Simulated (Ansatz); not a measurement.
TiTe2 (P-3m1): the Drude term of Re ε in the infrared

Re ε of TiTe2 (P-3m1) along x at low photon energies is read from one computed spectrum; the carriers' damping was typed as γ = 0.1 eV. x, y and z are the Cartesian axes of the input cell.

Cell: a, b, c = 3.777, 3.777, 6.498 Å (primitive vectors), 3 atoms.

Method: Ansatz 0.2.0, PBE, independent particles, k-mesh 12×12×5 with interpolation inside its cells, Gaussian parameter 0.1 eV.

Launch of the response step: `ansatz run input.yaml --threads 4 --pin off --max-ram 8192MiB --backend cpu --events-out ev --progress --plain --runs-dir out`. The run took 7.7 min, on 4 threads of Intel(R) Xeon(R) Platinum 8488C (Sapphire Rapids), on a shared host.

```
photon energy E (eV)  wavelength (µm)   Re ε
                0.25             4.96      ?
                0.30             4.13  -85.9
                0.35             3.54  -53.4
                0.40             3.10  -28.4
                0.50             2.48    3.7
                0.60             2.07   10.8
                0.70             1.77    4.1
```

A Drude term over a constant background gives Re ε = ε_b − ωp²/(E² + γ²), linear in 1/(E² + γ²).

Working, on the rows shown:

| x = 1/(E² + γ²) (eV⁻²) | y = Re ε |
| --- | --- |
| 10 | -85.9 |
| 7.54717 | -53.4 |
| 5.88235 | -28.4 |
| 3.84615 | 3.7 |
| 2.7027 | 10.8 |
| 2 | 4.1 |

Means: x̄ = 5.3297, ȳ = -24.85. Σ(x − x̄)(y − ȳ) = -582.8, Σ(x − x̄)² = 47.22. Slope = -582.8 / 47.22 = -12.34; intercept = ȳ − slope · x̄ = 40.926. The line misses the rows shown by at most 12.

Question: Predict the last column of the withheld row from the fit.

Answer: At x = 13.793 the line gives y = -129.3. The run gave -129.9, so the extrapolation is off by 0.6, 0.4 % of the range in the table.

Refitted with all rows, the slope is -12.38 and the intercept 41.102. These give ωp = √(−slope) = 3.52 eV, against 3.45 eV from the program's Fermi-surface sum, and an intercept of 41.1. Taking the program's Drude term off the rows leaves 34 at the lowest energy and 28 at the highest, so the background isn't constant: interband transitions lie in or near the window, and neither fitted number can be trusted. The values come from a sum over the points of one k-mesh and carry its error, which is largest for Fermi-surface quantities. Spin-orbit coupling is left out.

[Logs are printed without paths, hosts, clocks, repeated set-up lines and the standing remarks that a program may print on its own settings, such as how far it seeks lower states.]
